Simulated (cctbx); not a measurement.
**Absolute structure of ErCuB2**

Space group Amm2 (no. 38), a = 3.3780 Å, b = 4.4420 Å, c = 5.8130 Å, α = 90.00°, β = 90.00°, γ = 90.00°.

| atom | mult. | x | y | z | Ueq (Å²) |
| --- | --- | --- | --- | --- | --- |
| Er1 | 2 | 0 | 1/2 | 0.4997 | 0.0073 |
| Cu1 | 2 | 1/2 | 1/2 | 0.1267 | 0.0130 |
| B1 | 4 | 1/2 | 0.3446 | 0.7981 | 0.0203 |

The model is made up (kin elements in a known structure type, no relaxation), so it says nothing on whether the phase exists.

Data sets are simulated with cctbx and refined with Bijvoet mates kept apart; Flack x is then fitted as the share of an inverted twin with the atoms fixed, Hooft y from the Bijvoet differences. The group is acentric but holds improper operations, so there is an absolute structure (orientation) and no hand.

Untwinned crystal. What Flack and Hooft values should come out?

| λ (Å) | extinction (unmodelled) | d min (Å) | top counts | error (%) | model | R1 | Flack x | s.u. | Hooft y | s.u. | pairs |
| --- | --- | --- | --- | --- | --- | --- | --- | --- | --- | --- | --- |
| 0.71073 | 0 | 0.77 | 70000 | 1.5 | as given | 0.0049 | 0.02 | 0.02 | 0.014 | 0.025 | 58 |
| 0.71073 | 0 | 0.77 | 70000 | 1.5 | inverted | 0.0171 | 0.98 | 0.03 | 0.987 | 0.025 | 58 |
| 1.54184 | 0 | 0.83 | 40000 | 1.5 | as given | 0.0040 | -0.002 | 0.012 | -0.008 | 0.014 | 44 |

With Mo Kα, x is within 3 s.u. of 0, so the absolute structure is right. With Cu Kα, x is within 3 s.u. of 0, so the absolute structure is right. Inverting the model turns x into about 1 − x.

A further crystal gives:

| λ (Å) | extinction (unmodelled) | d min (Å) | top counts | error (%) | model | R1 | Flack x | s.u. | Hooft y | s.u. | pairs |
| --- | --- | --- | --- | --- | --- | --- | --- | --- | --- | --- | --- |
| 0.71073 | 0 | 0.75 | 40000 | 3 | as given | 0.0092 | 0.29 | 0.04 | 0.299 | 0.043 | 62 |

**Question.** What is it?

It was simulated as an inversion twin with a fraction 0.3 of the inverted domain. Flack x is over 3 s.u. from both 0 and 1 and reads that fraction.
